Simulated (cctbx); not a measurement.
## Accept or mend?

Cell a = 5.3000 Å, b = 5.3000 Å, c = 10.4070 Å, α = 90.00°, β = 90.00°, γ = 120.00°; space group P6/mmm (no. 191). The compound is Nd3B4Ru11.

Simulated single-crystal data (cctbx): Cu Kα, λ = 1.54184 Å, to d = 0.83 Å, 50 % of the full sphere, strongest reflection 70000 counts, noise from counting, a 6 % proportional error and a noise floor of 2 counts (s.d.); no absorption.

An anisotropic refinement with weights 1/σ² prints:

```text
Rint 0.041, 126 unique reflections to 0.83 A
cycle     R1     wR2    GooF  max shift (A)
   1  0.0339  0.1375   5.186   0.04874
   3  0.0172  0.0500   1.885   0.00001
final R1 0.0172 wR2 0.0500 GooF 1.885  parameters 17  data/parameter 7.4
atom        x        y        z      Ueq    occ   su(xyz)  su(Uiso or U11)
Nd1    0.00000  0.00000  0.00000   0.0101  1.000  0.00000  0.0005
Nd2    0.00000  0.00000  0.66144   0.0084  1.000  0.00008  0.0005
Ru1    0.00000  0.50000  0.50000   0.0101  1.000  0.00000  0.0005
Ru2    0.66667  0.33333  0.00000   0.0107  1.000  0.00000  0.0005
Pd1    0.50000  0.00000  0.79665   0.0110  1.000  0.00008  0.0004
B1     0.66667  0.33333  0.64578   0.0262  1.000  0.00207  0.0060
difference map: max 1.27 min -1.16 rms 0.27
Q1    0.3333  0.6667  0.2279    4    1.34  1.31 A from B1
Q2    0.0000  0.5000  0.5000    3    1.28  0.00 A from Ru1
Q3    0.0000  0.0000  0.3404    2    1.24  0.02 A from Nd2
Q4    0.3333  0.6667  0.0572    4    1.05  0.60 A from Ru2
Q5    0.0000  0.5000  0.3191    6    0.69  1.20 A from Pd1
Q6    0.1737  0.3474  0.2270   12    0.66  1.52 A from Pd1
```

**Question.** Can this result stand? If not, what is the likely fault?

Mend it. The fault: wrong element: Pd1 is Ru. Against the right model at the same level, R1 goes from 0.0110 to 0.0172 and GooF from 0.92 to 1.89. Pd1 has 2 electrons too many and its U swells to shed them, as expected (near an absorption edge f′ can widen the mismatch well beyond the difference in Z).

The compound is Nd3B4Ru11. The right model at the same level gives:

```text
Rint 0.041, 126 unique reflections to 0.83 A
cycle     R1     wR2    GooF  max shift (A)
   1  0.0261  0.1057   3.985   0.04461
   2  0.0110  0.0244   0.919   0.00002
final R1 0.0110 wR2 0.0244 GooF 0.919  parameters 17  data/parameter 7.4
atom        x        y        z      Ueq    occ   su(xyz)  su(Uiso or U11)
Nd1    0.00000  0.00000  0.00000   0.0116  1.000  0.00000  0.0003
Nd2    0.00000  0.00000  0.66136   0.0100  1.000  0.00004  0.0002
Ru1    0.00000  0.50000  0.50000   0.0116  1.000  0.00000  0.0003
Ru2    0.66667  0.33333  0.00000   0.0124  1.000  0.00000  0.0002
Ru3    0.50000  0.00000  0.79664   0.0101  1.000  0.00004  0.0002
B1     0.66667  0.33333  0.64624   0.0324  1.000  0.00104  0.0033
difference map: max 0.83 min -0.72 rms 0.19
Q1    0.1572  0.3145  0.0823   12    0.86  1.68 A from Nd1
Q2    0.3333  0.6667  0.2199    4    0.77  1.39 A from B1
Q3    0.3333  0.6667  0.0889    4    0.68  0.93 A from Ru2
Q4    0.1646  0.3293  0.5000    6    0.67  1.54 A from Ru1
Q5    0.0000  0.0000  0.1544    2    0.61  1.61 A from Nd1
Q6    0.1733  0.3466  0.2249   12    0.56  1.52 A from Ru3
```

This is a model crystal, built by substitution and not relaxed, with assumed displacement parameters.

[Middle refinement cycles are left out of these outputs.]

[Logs are printed without paths, hosts, clocks, repeated set-up lines and the standing remarks that a program may print on its own settings, such as how far it seeks lower states.]
